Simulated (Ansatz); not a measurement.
# LiZnF3 (model cell, started as cubic perovskite with Zn in the octahedra): following an unstable mode, part 2 of 2

Aim: this structure of LiZnF3 (model cell, started as cubic perovskite with Zn in the octahedra) is to be tested for unstable modes, and one is followed downhill.

Ansatz 0.2.0; DFT PBEsol, scalar-relativistic, plane waves, PAW; PAW set soft_1.

So far. Step 5 (Energy along the mode, all amplitudes (two of the runs …): The lowest of the steps tried is the last one, at 0.6 Å, 46.6 meV/atom below the parent; the bottom of the well need not coincide with a step. Step 7 (The new phase in its own primitive cell): The largest force component left is 0.33 meV/Å and the pressure is -0.001 GPa, within the tolerances set. The cell now holds 10.69 Å³/atom. The relaxed cell has a, b, c = 5.542, 7.649, 5.042 Å (conventional setting).

The structure was built from a prototype and need not be the compound's stable phase.

**8. Modes of the new phase, k-mesh 6×6×6**

A relaxed structure may still be a saddle point, so its zone-centre modes are computed. The response to a homogeneous field gives the Born charges and the dielectric tensor.

input.yaml reads:

```yaml
crystal:
  lattice:
    - [-2.7709608286, 3.8242968089, 2.5210024937]
    - [2.7709608286, -3.8242968089, 2.5210024937]
    - [2.7709608286, 3.8242968089, -2.5210024937]
  atoms:
    - { symbol: Li, position: [0.8033345252, 0.0533345252, 0.75] }
    - { symbol: Li, position: [0.1966654748, 0.9466654748, 0.25] }
    - { symbol: Zn, position: [0.0, 0.5, 0.5] }
    - { symbol: Zn, position: [0.5, 0.5, 0.0] }
    - { symbol: F, position: [0.1628222805, 0.5, 0.1628222805] }
    - { symbol: F, position: [0.8371777195, 0.5, 0.8371777195] }
    - { symbol: F, position: [0.8371777195, 0.0, 0.3371777195] }
    - { symbol: F, position: [0.1628222805, 0.0, 0.6628222805] }
    - { symbol: F, position: [0.5714891963, 0.3214891963, 0.25] }
    - { symbol: F, position: [0.4285108037, 0.6785108037, 0.75] }
kpoints:
  mp_grid: { grid: [6, 6, 6] }
hamiltonian:
  xc: pbesol
  pseudopotentials: { kind: paw, azcp: { folder: soft_1 }, xc_functional: pbe }
scf:
  occupations: { method: fixed }
output:
  eigenvalues: true
phonons:
  method: dfpt
  dielectric: true
  rigid_motions: translations
```

Run with:

```console
$ ansatz run input.yaml --threads 4 --pin off --max-ram 16384MiB --backend cpu --events-out ev --progress --plain --runs-dir out
```

It took 3.6 min on 4 threads of Intel Xeon Platinum 8375C at 2.90GHz (Ice Lake), shared host; peak memory 2.5 GiB.

Numbers from this step:

```yaml
sum_rule_residual_before_enforcement: 1.79e-4 eV/Å²
miss_of_the_charge_sum_rule: 1.06e-4 e
point_group: mmm
highest_optical_mode_at_the_zone_centre_no_lo_to_term: 503.9 cm⁻¹
lowest_optical_zone_centre_mode: -94.29 cm⁻¹
mean_high_frequency_dielectric_constant: 2.395
largest_born_charge_third_of_the_trace: 2.249 e
top_of_the_zone_centre_spectrum_with_the_field: 581.8 cm⁻¹
```

Without the LO-TO term. Patterns of degenerate modes are one choice out of their space. The modes at Γ (shares of kinetic energy by element, %) (negative means imaginary):

```
mode  frequency (cm⁻¹)  symmetry  Li %  Zn %  F %
   1             -94.3       B1g     0     0  100
   2               0.0  acoustic     5    51   44
   3               0.0  acoustic     5    51   44
   4               0.0  acoustic     5    51   44
   5             108.7       B3u    54     4   42
   6             116.5       B2u     1    68   31
   7             127.5       B3u     6     0   94
   8             169.0        Au     0    26   74
   9             170.2       B1u     0    90   10
  10             186.2       B3g    33     0   67
  11             186.8       B2g    57     0   43
  12             193.6       B3u    34    32   33
  13             195.1       B1u     0    31   69
  14             211.1       B3g     2     0   98
  15             236.5       B2u    50    28   22
  16             240.7       B2g    30     0   70
  17             244.5        Ag    12     0   88
  18             257.4       B1u    11    17   72
  19             275.5        Au     0    74   26
  20             296.6       B1g     0     0  100
  21             297.4       B2u    17    23   60
  22             299.3       B3g    65     0   35
  23             330.8       B2u    27    30   43
  24             340.8       B2g    13     0   87
  25             344.8        Ag     1     0   99
  26             387.5       B1u    83     0   16
  27             406.8        Ag    88     0   12
  28             443.7       B3u     0    13   87
  29             473.5       B1u     0    12   88
  30             503.9       B3g     0     0  100
```

Displacements in mode 1 (-94.3 cm⁻¹), the largest set to 1:
```
Li1  0.00  0.00  0.00
Li2  0.00  0.00  0.00
Zn3  0.00  0.00  0.00
Zn4  0.00  0.00  0.00
F5   1.00  0.00  0.96
F6  -1.00  0.00 -0.96
F7  -1.00  0.00  0.96
F8   1.00  0.00 -0.96
F9   0.00  0.00  0.00
F10  0.00  0.00  0.00
```

Displacements in mode 26 (387.5 cm⁻¹), the largest set to 1:
```
Li1  0.00  0.00  1.00
Li2  0.00  0.00  1.00
Zn3  0.00  0.01 -0.02
Zn4  0.00 -0.01 -0.02
F5   0.04  0.00 -0.02
F6   0.04  0.00 -0.02
F7  -0.04  0.00 -0.02
F8  -0.04  0.00 -0.02
F9   0.00  0.00 -0.26
F10  0.00  0.00 -0.26
```

Optical modes at the zone centre, without and with the macroscopic field of the longitudinal modes; each column is sorted by frequency, so a row need not hold one and the same mode. Modes with and without the field, by row:

| rank among optical modes | no field (cm⁻¹) | q along (1, 0, 0) (cm⁻¹) | q along (0, 1, 0) (cm⁻¹) | q along (0, 0, 1) (cm⁻¹) |
| --- | --- | --- | --- | --- |
| 1 | -94.3 | -94.3 | -94.3 | -94.3 |
| 2 | 108.7 | 116.5 | 108.7 | 108.7 |
| 3 | 116.5 | 125.5 | 127.5 | 116.5 |
| 4 | 127.5 | 169 | 153.1 | 127.5 |
| 5 | 169 | 170.2 | 169 | 169 |
| 6 | 170.2 | 186.2 | 170.2 | 172.7 |
| 7 | 186.2 | 186.8 | 186.2 | 186.2 |
| 8 | 186.8 | 193.2 | 186.8 | 186.8 |
| 9 | 193.6 | 195.1 | 193.6 | 193.6 |
| 10 | 195.1 | 211.1 | 195.1 | 211.1 |
| 11 | 211.1 | 236.5 | 211.1 | 229.4 |
| 12 | 236.5 | 240.7 | 240.7 | 236.5 |
| 13 | 240.7 | 244.5 | 244.5 | 240.7 |
| 14 | 244.5 | 257.4 | 257.4 | 244.5 |
| 15 | 257.4 | 275.5 | 275.5 | 265.5 |
| 16 | 275.5 | 290.7 | 294.2 | 275.5 |
| 17 | 296.6 | 296.6 | 296.6 | 296.6 |
| 18 | 297.4 | 297.4 | 299.3 | 297.4 |
| 19 | 299.3 | 299.3 | 321.1 | 299.3 |
| 20 | 330.8 | 330.8 | 340.8 | 330.8 |
| 21 | 340.8 | 340.8 | 344.8 | 340.8 |
| 22 | 344.8 | 344.8 | 387.5 | 344.8 |
| 23 | 387.5 | 387.5 | 406.8 | 406.8 |
| 24 | 406.8 | 406.8 | 443.7 | 442.9 |
| 25 | 443.7 | 473.5 | 473.5 | 443.7 |
| 26 | 473.5 | 503.9 | 475.9 | 503.9 |
| 27 | 503.9 | 556.1 | 503.9 | 581.8 |

Born charge (rows field, columns displacement) (e), principal values of the symmetric part by kind of site:

| atom | atoms with these values | low | middle | high | mean |
| --- | --- | --- | --- | --- | --- |
| Li1 | 2 | 1.06 | 1.11 | 1.13 | 1.10 |
| Zn3 | 2 | 2.19 | 2.28 | 2.28 | 2.25 |
| F5 | 4 | -1.56 | -0.91 | -0.85 | -1.11 |
| F9 | 2 | -1.51 | -1.08 | -0.81 | -1.13 |

In full for F5:

```
-1.29  0.00  0.34
 0.00 -0.91  0.00
 0.35  0.00 -1.12
```

High-frequency dielectric tensor:

```
2.40 0.00 0.00
0.00 2.41 0.00
0.00 0.00 2.37
```

Transverse modes; imaginary modes are left out. Lines of the infrared spectrum (strongest = 100):

```csv
position (cm⁻¹),lines merged,relative intensity
109,1,95
116,1,42
128,1,11
169,1,0.0
170,1,5.0
186,1,0.0
187,1,0.0
194,1,0.4
195,1,31
211,1,0.0
236,1,100
241,1,0.0
244,1,0.0
257,1,4.9
276,1,0.0
297,2,4.5
299,1,0.0
331,1,13
341,1,0.0
345,1,0.0
388,1,87
407,1,0.0
444,1,63
474,1,35
504,1,0.0
```

Before it was imposed, the acoustic sum rule was missed by 1.8e-4 eV/Å² and the charge sum rule by 1.1e-4 e. Small misses are needed for a sound result but don't prove that mesh and cutoff are converged. The lowest optical mode is imaginary, 94.3i cm⁻¹, so the energy falls along it.

**9. The phases reached**

The phases reached along the modes that were followed are set side by side.

Energies are those of the first relaxation, on the mesh of the frozen mode; space group, volume and gap are those of the last relaxation. Phases, by row:

| mode frozen in | space group | energy from parent (meV/atom) | volume (Å³/atom) | gap on mesh (eV) | lowest zone-centre optical mode (cm⁻¹) | largest shift (Å) |
| --- | --- | --- | --- | --- | --- | --- |
| parent | Pm-3m | 0 | 12.49 | 3.08 | – | – |
| q = (0, 0, 0), 231i cm⁻¹ | P4mm | -100.2 | 12.87 | 3.361 | 101.7 | 1.181 |
| q = (0, 0, 0), 231i cm⁻¹ | R3m | -109.1 | 13.01 | 3.779 | 72.4 | 0.956 |
| q = (0, 0, 0), 231i cm⁻¹ | Amm2 | -86.49 | 12.81 | 3.607 | -212.2 | 0.861 |
| q = (-0.5, -0.5, -0.5), 220i cm⁻¹ | I4/mmm | -65.67 | 12.84 | 3.407 | -127.8 | 0.827 |
| q = (-0.5, -0.5, -0.5), 220i cm⁻¹ | R-3m | -89.65 | 13.03 | 3.632 | -120.3 | 1.072 |
| q = (-0.5, -0.5, -0.5), 220i cm⁻¹ | Imma | -191.8 | 10.69 | 3.923 | -94.3 | 0.9 |

**10. Results**

```yaml
unstable_mode_of_the_parent: q = (-0.5, -0.5, -0.5), 220i cm⁻¹
depth_at_the_lowest_point_sampled: 46.6 meV/atom
largest_atomic_shift_at_that_point: 0.6 Å
space_group_reached_within_0p01_a: Imma
energy_gained_over_the_parent_first_relaxation_on_the_mesh_of_the_frozen_mode: 192 meV/atom
volume_per_atom_phase_reached: 10.7 Å³
gap_on_the_k_mesh_phase_reached: 3.92 eV
lowest_optical_zone_centre_mode_phase_reached: -94.3 cm⁻¹
highest_optical_mode_at_the_zone_centre_no_lo_to_term_phase_reached: 504 cm⁻¹
```

From this start the structure relaxes into Imma, 192 meV/atom below the parent. At the parent's cell the well is 46.65 meV/atom deep on the steps tried, with its lowest point at a shift of 0.6 Å. That is the last step tried, so the steps alone don't bracket the bottom of the well. Relaxing atoms and cell changes the gain by +145.19 meV/atom against the lowest step (energies at zero smearing). Most of the total comes from this relaxation. The frozen pattern makes up only 4 % of the final shifts of the atoms, so other modes or strain give most of the change. The new phase still has an imaginary mode at the zone centre of its cell, so it is a saddle point on the way to a lower structure. Of the 6 patterns followed to their end from this parent, this one reaches the lowest energy. Each path keeps the symmetry of its pattern, so a lower phase may lie along a pattern not tried. The PAW files were made for PBE and serve the other functionals too. The starting cell was built on a prototype and not taken from a measurement, so the phase need not exist.

[Logs are printed without paths, hosts, clocks, repeated set-up lines and the standing remarks that a program may print on its own settings, such as how far it seeks lower states.]

[Hosts, paths, dates, database ids (printed as entryN), source tags and the programs' standing remarks are cut or masked in the printed files.]
